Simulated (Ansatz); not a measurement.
# Black phosphorene bilayer (AB) in a perpendicular field, part 2 of 3

Aim: how the black phosphorene bilayer (AB) screens a field along its normal, and what the field does to its bands. A positive field points along +c.

Ansatz 0.2.0; plane-wave DFT, PBE-D3(BJ), Ansatz PAW.

So far. Step 2 (Relaxation): The lattice constant a goes from 4.620 to 4.320 Å.

## (3) Atoms held, field 0, start network

A sawtooth potential applies the field, turning back in the middle of the vacuum. With the dipole correction the typed value is the field outside the slab. The induced dipole is small, so the SCF threshold is tight.

The cell differs from the one that the last finished run ended in (c 46.380 → 25.238 Å).

input.yaml reads:

```yaml
crystal:
  lattice:
    - [4.3201098884, 0.0, 0.0]
    - [0.0, 3.306179482, 0.0]
    - [0.0, 0.0, 25.2381334231]
  atoms:
    - { symbol: P, position: [0.0794161453, 0.0, 0.356603234] }
    - { symbol: P, position: [0.4226891252, 0.5, 0.3566243043] }
    - { symbol: P, position: [0.9233987512, 0.0, 0.4415761666] }
    - { symbol: P, position: [0.5786527791, 0.5, 0.4416011912] }
    - { symbol: P, position: [0.0766012488, 0.5, 0.5584238334] }
    - { symbol: P, position: [0.4213472209, 0.0, 0.5583988088] }
    - { symbol: P, position: [0.9205838547, 0.5, 0.643396766] }
    - { symbol: P, position: [0.5773108748, 0.0, 0.6433756957] }
kpoints:
  mp_grid: { grid: [10, 14, 1] }
  band_path:
    path:
      - [0, 0, 0]
      - [0.5, 0, 0]
      - [0.5, 0.5, 0]
      - [0, 0, 0]
      - [0, 0.5, 0]
      - [0.5, 0.5, 0]
    npoints: 16
hamiltonian:
  xc: pbe
  dispersion: d3bj
scf:
  occupations: { method: fermi_dirac, width: 0.02585 }
  convergence: { dr2_threshold: 1.0e-10 }
efield:
  axis: 3
  dipole_correction: true
  ramp_position: 0.97
  ramp_width: 0.06
  amplitude: 0
output:
  dos: { projected: true, e_range: [-6, 5] }
  write_potential: true
  write_density: true
  volumetric_format: npy
  elf: true
```

On the command line:

```bash
ansatz run input.yaml --threads 2 --pin off --max-ram 4096MiB --backend cpu --events-out ev --progress --plain --runs-dir out
```

Log:

```text
[...]
Crystal: 8 atoms, lattice volume = 360.478 Å³
Basis set: ecut = 420 eV, 7053 PW (Γ)
Bands: 28, of which v1, the nominal top of the filled ones, is band 20 counted from 1 (19 counted from 0)
Symmetry: 2 space group operations
k-points: 48 of 140 (time reversal used)
[...]
SCF iter   1: F=—  HF=-6047.757854 eV  |F-HF|=—  |Δ(HF+E_count)|=         —  Δρ=1.73e-3  dr2=7.99e-2  ethr=1.77e-3  p=0.000 e·Å  D=7.31e-14 V/Å  ΔV_dip=-0.00 eV  dr2_dipole=4.33e-9  V_vac-E_F(+/−)=4.07/4.07 eV  ⟨swp⟩=10.4  Hψ=9627  notcnv=0  defer=2
efield: sawtooth ramp at fractional position 0.9700 (set: `efield.ramp_position`, or a place that a band, a saddle search or an elastic batch's reference lends), width 0.0600; the density the first Hamiltonian is built on has a dipole p = 0.000 e·Å; the dipole correction subtracts the counter field D = 7.31e-14 V/Å, which shifts the + side's vacuum level by -0.00 eV against the − side's; the planar-averaged density in the ramp window peaks in size at 3.5e-6 e/Å³
[...]
SCF iter   2: F=—  HF=-6047.814977 eV  |F-HF|=—  |Δ(HF+E_count)|=   5.71e-2  Δρ=3.41e-3  dr2=5.67e-1  ethr=2.00e-4  p=-0.000 e·Å  D=-2.27e-5 V/Å  ΔV_dip=0.00 eV  dr2_dipole=7.80e-8  V_vac-E_F(+/−)=4.68/4.68 eV  ⟨swp⟩=4.7  Hψ=3423  notcnv=0  defer=114  recentre
[...]
SCF iter  11: F=-6047.750345 eV  HF=-6047.750345 eV  |F-HF|=4.00e-11  |Δ(HF+E_count)|=  1.18e-10  Δρ=5.59e-8  dr2=2.28e-11  ethr=1.00e-12  p=-0.000 e·Å  D=-1.18e-7 V/Å  ΔV_dip=0.00 eV  dr2_dipole=1.46e-12  V_vac-E_F(+/−)=4.36/4.36 eV  ⟨swp⟩=10.2  Hψ=5086  notcnv=0
SCF 1 converged in 11 iterations: F = -6047.750345 eV  dr2 = 2.28e-11
[...]
NSCF: frozen V_eff on 81 k-points
efield: sawtooth ramp at fractional position 0.9700 (kept from the solve that this one continues, or follows in the run), width 0.0600; the density the first Hamiltonian is built on has a dipole p = -0.000 e·Å; the dipole correction subtracts the counter field D = -1.18e-7 V/Å, which shifts the + side's vacuum level by +0.00 eV against the − side's; the planar-averaged density in the ramp window peaks in size at 1.8e-7 e/Å³
[...]
SCF converged after 11 iterations
Free energy (F): -6047.750345 eV
[...]
Internal energy: -6047.749864 eV  (E = F + TS)
E sigma→0 (E₀):  -6047.750104 eV
Entropy (-TS):   -0.000481 eV (-0.060 meV/atom)
Fermi energy:    0.729277 eV
Dipole field:    D = 0.000001 V/Å  (p = 0.000002 e·Å, saw-weighted, corrected)
Work function:   Φ+ = 4.3577 eV   Φ− = 4.3577 eV
Levels:          The Fermi level and band energies are counted from a zero that moves with the ramp; work functions are not
[...]
--- Band table (eV; the first three rows and the last of 48) ---
  k-point 0: bands = [... 16 lower, -1.6154, -1.5721, -0.3070, 0.6834, 0.7752, 1.4554, 1.4680, 1.7678, ... 4 higher]
  k-point 1: bands = [... 16 lower, -1.9523, -1.5764, -0.2637, 0.6332, 0.8303, 1.5156, 1.9725, 2.2567, ... 4 higher]
  k-point 2: bands = [... 16 lower, -1.9701, -1.4713, -0.2583, 0.4109, 0.9914, 1.6292, 2.4930, 2.7058, ... 4 higher]
  k-point 47: bands = [... 16 lower, -1.3806, -1.3806, -1.3725, -1.3725, 2.6033, 2.6033, 2.6127, 2.6127, ... 4 higher]
```

Wall time 90 s (2 threads of Intel Xeon at 2.50GHz (Skylake/Cascade Lake), shared host); peak memory 0.88 GiB; 3 min of CPU time.

Numbers from this step:

| Quantity | Value |
| --- | --- |
| energy at zero smearing | -6047.7501 eV |
| dipole along the normal | 2.18e-6 e·Å |
| gap along the path | 0.09178 eV |
| smallest direct gap along the path | 0.09178 eV |
| ionisation energy, upper face | 4.404 eV |
| electron affinity, upper face | 4.312 eV |
| gap, the smaller of path and mesh | 0.09178 eV |

Running mean over a fixed 2.7 Å (it still follows the layers) of the planar mean; the ramp of the sawtooth is left out. The electron's electrostatic potential energy less the Fermi level by z:

z (Å), electron's electrostatic potential energy less the Fermi level (eV) and a bar from the least value:
```
        4       4.36 ##############################
        5       4.35 ##############################
        6       4.30 ##############################
        7       3.32 ############################
        8      -3.16 ##############
        9      -6.28 #######
       10      -9.81 
       11      -6.71 #######
       12      -4.84 ###########
       13      -4.15 ############
       14      -6.20 ########
       15      -9.69 
       16      -6.93 ######
       17      -4.45 ###########
       18       2.29 ##########################
       19       4.25 ##############################
       20       4.35 ##############################
       21       4.36 ##############################
       22       4.36 ##############################
```

The density of states has structure finer than the step of the table below, so its rows give means over 0.2 eV. Peaks (eV: height): -5.42: 6.70, -3.99: 5.40, -3.41: 5.61, -2.33: 8.28, -1.89: 7.16, -1.59: 5.17, -1.37: 5.30.

Table of density of states by energy, zero at the Fermi level of the run, which the smearing sets inside the gap; means over each step:

energy (eV), density of states (states/eV a cell) and a bar:
```
     -5.8       5.00 ##########################
     -5.6       5.20 ###########################
     -5.4       5.75 ##############################
     -5.2       3.75 ####################
     -5.0       2.90 ###############
     -4.8       2.93 ###############
     -4.6       3.62 ###################
     -4.4       4.35 #######################
     -4.2       4.88 #########################
     -4.0       4.85 #########################
     -3.8       4.40 #######################
     -3.6       5.21 ###########################
     -3.4       5.23 ###########################
     -3.2       3.49 ##################
     -3.0       3.53 ##################
     -2.8       4.06 #####################
     -2.6       3.31 #################
     -2.4       4.84 #########################
     -2.2       5.27 ###########################
     -2.0       5.15 ###########################
     -1.8       5.36 ############################
     -1.6       4.37 #######################
     -1.4       3.34 #################
     -1.2       2.34 ############
     -1.0       1.87 ##########
     -0.8       1.37 #######
     -0.6       0.44 ##
     -0.4       0.32 #
     -0.2       0.19 #
      0.0       0.04 
      0.2       0.42 ##
      0.4       1.17 ######
      0.6       3.05 ################
      0.8       3.51 ##################
      1.0       3.19 #################
```

Projected DOS per atom over height of the atomic layer and energy from the Fermi level. Layers: P2 P2 P2 P2 from below.

Ten even steps from '0' (0.022 states/eV) to '9' (0.709 states/eV), each cell a mean:
```
5555
4554
2222
0000
0000
0000
2222
3443
6666
9999
9889
6556
6556
6666
9889
7887
8888
6666
5445
6666
9999
7887
```
Columns: height of the atomic layer (Å) from 9.00 to 16.2 (not evenly spaced); rows upwards: energy from the Fermi level (eV) from -5.96 to 1.24.

The electronic bands at the labelled points (eV, zero at the Fermi level of the run, which the smearing sets inside the gap):

```csv
point,band 17,band 18,band 19,band 20,band 21,band 22,band 23,band 24
Γ,-2.34,-2.30,-1.04,-0.05,0.05,0.73,0.74,1.04
halfway,-2.51,-1.47,-1.07,-1.00,0.86,1.32,1.43,1.53
X,-1.50,-1.50,-1.24,-1.24,1.43,1.43,1.49,1.49
halfway,-2.38,-2.37,-1.74,-1.73,1.99,1.99,2.63,2.63
S,-2.11,-2.11,-2.10,-2.10,1.87,1.87,1.88,1.88
halfway,-2.47,-2.22,-1.85,-1.41,1.19,1.20,1.73,1.81
Γ,-2.34,-2.30,-1.04,-0.05,0.05,0.73,0.74,1.04
halfway,-2.56,-2.05,-1.21,-1.01,0.42,0.55,1.01,1.52
Y,-2.84,-2.84,-2.47,-2.47,0.70,0.70,0.78,0.78
halfway,-2.41,-2.41,-1.89,-1.89,1.21,1.21,1.50,1.50
S,-2.11,-2.11,-2.10,-2.10,1.87,1.87,1.88,1.88
```

ELF in the ca plane at fractional y = 0.000, with atoms of P within 0.2 Å of it. It is the smooth field of the valence electrons, not physical close to the nuclei.

Ten even steps from '0' (0.00) to '9' (0.97), each cell a mean:
```
00002589998788830179610000001121100000000000
00000247999766630167400000002444310000000000
00000001344322455553101343224555542100000000
00000000000001245421027998666411586420000000
00000000000000112110159987888400799741000000
00000000001110000000179821699746999852000000
00000000123321000000168500477889998631000000
00000001345653111110036533554467764200000000
00000135653355446763002456531111110000000000
00001368840057788998300233210000000000000000
00002589981179973699610011100000000000000000
```
Columns run along c (16.0 Å, from fractional 0.21 to 0.84 of the cell), rows up along a (4.3 Å). Atoms in or near the plane, at fractional coordinates: P at (0.36, 0.08), P at (0.44, 0.92), P at (0.56, 0.42), P at (0.64, 0.58).

Valence density in the ca plane at fractional y = 0.000, with atoms of P within 0.2 Å of it. It is the smooth field of the valence electrons, not physical close to the nuclei.

Ten even steps from '0' (0.00 e/Å³) to '9' (0.76 e/Å³), each cell a mean:
```
00000001589888971385200000001121100000000000
00000000235444674574100000012344210000000000
00000000011112367752100111123677521000000000
00000000000001234321012354446745741000000000
00000000000000112110014898889712862000000000
00000000011110001100126944999967951000000000
00000000122321000000026722776677521000000000
00000000246642111100014677743222210000000000
00000001477774323221012466421111000000000000
00000002672287667752101223210000000000000000
00000002794499996895100111100011000000000000
```
Columns run along c (16.0 Å, from fractional 0.21 to 0.84 of the cell), rows up along a (4.3 Å). Atoms in or near the plane, at fractional coordinates: P at (0.36, 0.08), P at (0.44, 0.92), P at (0.56, 0.42), P at (0.64, 0.58).

Electrostatic potential energy in the ca plane at fractional y = 0.000, with atoms of P within 0.2 Å of it. With pseudopotentials it is smooth inside the atoms' cores, unlike the true potential.

Ten even steps from '0' (-65 eV) to '9' (5 eV), each cell a mean:
```
99999999864478610038999999999999999999999999
99999999998898730048999999999988999999999999
99999999999999875679999999998755799999999999
99999999999999998899999988897300489999999999
99999999999999999999998644686100289999999999
99999999999999999999997200277411589999999999
99999999999999999999997200278867899999999999
99999999987789999999998522589999999999999999
99999999852268999999999877899999999999999999
99999999720037876789999999999999999999999999
99999999720037730158999999999999999999999999
```
Columns run along c (16.0 Å, from fractional 0.21 to 0.84 of the cell; values clipped at the 3rd and 97th percentile), rows up along a (4.3 Å). Atoms in or near the plane, at fractional coordinates: P at (0.36, 0.08), P at (0.44, 0.92), P at (0.56, 0.42), P at (0.64, 0.58).

The gap is 0.09 eV, with the valence edge 4.40 eV and the conduction edge 4.31 eV under the upper vacuum level.

## (4) Atoms held, field 0.05 V/Å

Edit input.yaml of step 3 so:

```diff
@@ -36,5 +36,4 @@
   ramp_width: 0.06
-  amplitude: 0
+  amplitude: 0.05
 output:
-  dos: { projected: true, e_range: [-6, 5] }
   write_potential: true
@@ -42,2 +41 @@
   volumetric_format: npy
-  elf: true
```

Log:

```text
[...]
Crystal: 8 atoms, lattice volume = 360.478 Å³
Basis set: ecut = 420 eV, 7053 PW (Γ)
Bands: 28, of which v1, the nominal top of the filled ones, is band 20 counted from 1 (19 counted from 0)
Symmetry: 2 space group operations
k-points: 48 of 140 (time reversal used)
[...]
k-point 0: bands = [... 16 lower, -1.6153, -1.5717, -0.3073, 0.6834, 0.7747, 1.4549, 1.4681, 1.7681, ... 4 higher]
  k-point 1: bands = [... 16 lower, -1.9514, -1.5763, -0.2639, 0.6333, 0.8299, 1.5157, 1.9720, 2.2570, ... 4 higher]
  k-point 2: bands = [... 16 lower, -1.9704, -1.4712, -0.2586, 0.4110, 0.9910, 1.6293, 2.4924, 2.7062, ... 4 higher]
  k-point 47: bands = [... 16 lower, -1.3891, -1.3882, -1.3651, -1.3642, 2.5937, 2.5975, 2.6183, 2.6221, ... 4 higher]
[key lines of the parts left out:]
SCF converged after 14 iterations
Free energy (F): -6047.751266 eV
Fermi energy:    0.729084 eV
Dipole field:    D = 0.018504 V/Å  (p = 0.036862 e·Å, saw-weighted, corrected)
```

Run time: 95 s. Hardware: 2 threads; peak memory 0.86 GiB; 3.1 min of CPU time.

The dipole is 0.0369 e·Å, and the gap 0.091 eV.

## (5) Atoms held, field -0.05 V/Å

Edit input.yaml of step 4 so:

```diff
@@ -36,3 +36,3 @@
   ramp_width: 0.06
-  amplitude: 0.05
+  amplitude: -0.05
 output:
```

Log:

```text
[...]
Crystal: 8 atoms, lattice volume = 360.478 Å³
Basis set: ecut = 420 eV, 7053 PW (Γ)
Bands: 28, of which v1, the nominal top of the filled ones, is band 20 counted from 1 (19 counted from 0)
Symmetry: 2 space group operations
k-points: 48 of 140 (time reversal used)
[...]
k-point 0: bands = [... 16 lower, -1.6153, -1.5717, -0.3073, 0.6834, 0.7747, 1.4549, 1.4681, 1.7681, ... 4 higher]
  k-point 1: bands = [... 16 lower, -1.9514, -1.5763, -0.2639, 0.6333, 0.8299, 1.5157, 1.9720, 2.2570, ... 4 higher]
  k-point 2: bands = [... 16 lower, -1.9704, -1.4712, -0.2586, 0.4110, 0.9910, 1.6293, 2.4924, 2.7062, ... 4 higher]
  k-point 47: bands = [... 16 lower, -1.3891, -1.3882, -1.3651, -1.3642, 2.5937, 2.5975, 2.6183, 2.6221, ... 4 higher]
[key lines of the parts left out:]
SCF converged after 14 iterations
Free energy (F): -6047.751266 eV
Fermi energy:    0.729084 eV
Dipole field:    D = -0.018504 V/Å  (p = -0.036862 e·Å, saw-weighted, corrected)
```

It took 96 s on 2 threads; peak memory 0.84 GiB.

The dipole is -0.0369 e·Å, and the gap 0.091 eV.

## (6) Atoms held, field 0.1 V/Å

Edit input.yaml of step 5 so:

```diff
@@ -34,5 +34,5 @@
   dipole_correction: true
-  ramp_position: 0.97
-  ramp_width: 0.06
-  amplitude: -0.05
+  ramp_position: 0.9513
+  ramp_width: 0.0975
+  amplitude: 0.1
 output:
```

Log:

```text
[...]
Crystal: 8 atoms, lattice volume = 360.478 Å³
Basis set: ecut = 420 eV, 7053 PW (Γ)
Bands: 28, of which v1, the nominal top of the filled ones, is band 20 counted from 1 (19 counted from 0)
Symmetry: 2 space group operations
k-points: 48 of 140 (time reversal used)
[...]
k-point 0: bands = [... 16 lower, -1.6151, -1.5704, -0.3081, 0.6834, 0.7734, 1.4534, 1.4683, 1.7687, ... 4 higher]
  k-point 1: bands = [... 16 lower, -1.9490, -1.5761, -0.2648, 0.6333, 0.8286, 1.5160, 1.9704, 2.2577, ... 4 higher]
  k-point 2: bands = [... 16 lower, -1.9715, -1.4710, -0.2595, 0.4112, 0.9897, 1.6295, 2.4905, 2.7072, ... 4 higher]
  k-point 47: bands = [... 16 lower, -1.4005, -1.3996, -1.3546, -1.3536, 2.5820, 2.5860, 2.6288, 2.6328, ... 4 higher]
[key lines of the parts left out:]
SCF converged after 14 iterations
Free energy (F): -6047.754031 eV
Fermi energy:    0.728418 eV
Dipole field:    D = 0.037008 V/Å  (p = 0.073724 e·Å, saw-weighted, corrected)
```

Wall time 97 s (2 threads); peak memory 0.84 GiB; 3.2 min of CPU time.

The dipole is 0.0737 e·Å, and the gap 0.090 eV.

## (7) Single point, field -0.1 V/Å

Edit input.yaml of step 6 so:

```diff
@@ -36,3 +36,3 @@
   ramp_width: 0.0975
-  amplitude: 0.1
+  amplitude: -0.1
 output:
```

Log:

```text
[...]
Crystal: 8 atoms, lattice volume = 360.478 Å³
Basis set: ecut = 420 eV, 7053 PW (Γ)
Bands: 28, of which v1, the nominal top of the filled ones, is band 20 counted from 1 (19 counted from 0)
Symmetry: 2 space group operations
k-points: 48 of 140 (time reversal used)
[...]
k-point 0: bands = [... 16 lower, -1.6149, -1.5703, -0.3079, 0.6835, 0.7736, 1.4536, 1.4685, 1.7688, ... 4 higher]
  k-point 1: bands = [... 16 lower, -1.9488, -1.5759, -0.2646, 0.6335, 0.8288, 1.5161, 1.9706, 2.2579, ... 4 higher]
  k-point 2: bands = [... 16 lower, -1.9713, -1.4708, -0.2594, 0.4113, 0.9898, 1.6297, 2.4907, 2.7074, ... 4 higher]
  k-point 47: bands = [... 16 lower, -1.4003, -1.3994, -1.3544, -1.3535, 2.5822, 2.5862, 2.6290, 2.6330, ... 4 higher]
[key lines of the parts left out:]
SCF converged after 14 iterations
Free energy (F): -6047.754031 eV
Fermi energy:    0.728577 eV
Dipole field:    D = -0.037008 V/Å  (p = -0.073724 e·Å, saw-weighted, corrected)
```

Run time: 98 s. Hardware: 2 threads; peak memory 0.85 GiB; 3.2 min of CPU time.

The dipole is -0.0737 e·Å, and the gap 0.090 eV.

## (8) Atoms held, field 0.2 V/Å

Edit input.yaml of step 7 so:

```diff
@@ -36,3 +36,3 @@
   ramp_width: 0.0975
-  amplitude: -0.1
+  amplitude: 0.2
 output:
```

Log:

```text
[...]
Crystal: 8 atoms, lattice volume = 360.478 Å³
Basis set: ecut = 420 eV, 7053 PW (Γ)
Bands: 28, of which v1, the nominal top of the filled ones, is band 20 counted from 1 (19 counted from 0)
Symmetry: 2 space group operations
k-points: 48 of 140 (time reversal used)
[...]
k-point 0: bands = [... 16 lower, -1.6140, -1.5655, -0.3111, 0.6835, 0.7684, 1.4477, 1.4695, 1.7712, ... 4 higher]
  k-point 1: bands = [... 16 lower, -1.9400, -1.5750, -0.2679, 0.6336, 0.8236, 1.5172, 1.9643, 2.2606, ... 4 higher]
  k-point 2: bands = [... 16 lower, -1.9757, -1.4699, -0.2632, 0.4121, 0.9846, 1.6306, 2.4835, 2.7114, ... 4 higher]
  k-point 47: bands = [... 16 lower, -1.4242, -1.4234, -1.3337, -1.3327, 2.5576, 2.5617, 2.6499, 2.6540, ... 4 higher]
[key lines of the parts left out:]
SCF converged after 14 iterations
Free energy (F): -6047.765091 eV
Fermi energy:    0.725982 eV
Dipole field:    D = 0.074034 V/Å  (p = 0.147486 e·Å, saw-weighted, corrected)
```

It took 94 s on 2 threads; peak memory 0.85 GiB.

The dipole is 0.147 e·Å, and the gap 0.085 eV.

## (9) Atoms held, field -0.2 V/Å

Edit input.yaml of step 8 so:

```diff
@@ -36,3 +36,3 @@
   ramp_width: 0.0975
-  amplitude: 0.2
+  amplitude: -0.2
 output:
```

Log:

```text
[...]
Crystal: 8 atoms, lattice volume = 360.478 Å³
Basis set: ecut = 420 eV, 7053 PW (Γ)
Bands: 28, of which v1, the nominal top of the filled ones, is band 20 counted from 1 (19 counted from 0)
Symmetry: 2 space group operations
k-points: 48 of 140 (time reversal used)
[...]
k-point 0: bands = [... 16 lower, -1.6137, -1.5652, -0.3108, 0.6838, 0.7688, 1.4480, 1.4698, 1.7715, ... 4 higher]
  k-point 1: bands = [... 16 lower, -1.9397, -1.5746, -0.2676, 0.6339, 0.8239, 1.5175, 1.9646, 2.2610, ... 4 higher]
  k-point 2: bands = [... 16 lower, -1.9754, -1.4695, -0.2629, 0.4124, 0.9849, 1.6309, 2.4838, 2.7117, ... 4 higher]
  k-point 47: bands = [... 16 lower, -1.4239, -1.4230, -1.3334, -1.3324, 2.5579, 2.5620, 2.6502, 2.6543, ... 4 higher]
[key lines of the parts left out:]
SCF converged after 14 iterations
Free energy (F): -6047.765091 eV
Fermi energy:    0.726300 eV
Dipole field:    D = -0.074034 V/Å  (p = -0.147486 e·Å, saw-weighted, corrected)
```

The job ended after 94 s (2 threads; peak memory 0.85 GiB; 3.1 min of CPU time).

The dipole is -0.147 e·Å, and the gap 0.085 eV.

[end of part 2 of 3]

[Long decimals in the printed logs are rounded to 6 places.]

[Logs are printed without paths, hosts, clocks, repeated set-up lines and the standing remarks that a program may print on its own settings, such as how far it seeks lower states.]

[Hosts, paths, dates, database ids (printed as entryN), source tags and the programs' standing remarks are cut or masked in the printed files.]

[Maps of the electrostatic potential energy from Ansatz leave out the sawtooth potential of an applied field or a dipole correction, so their vacuum need not be flat; planar profiles and work functions include it.]
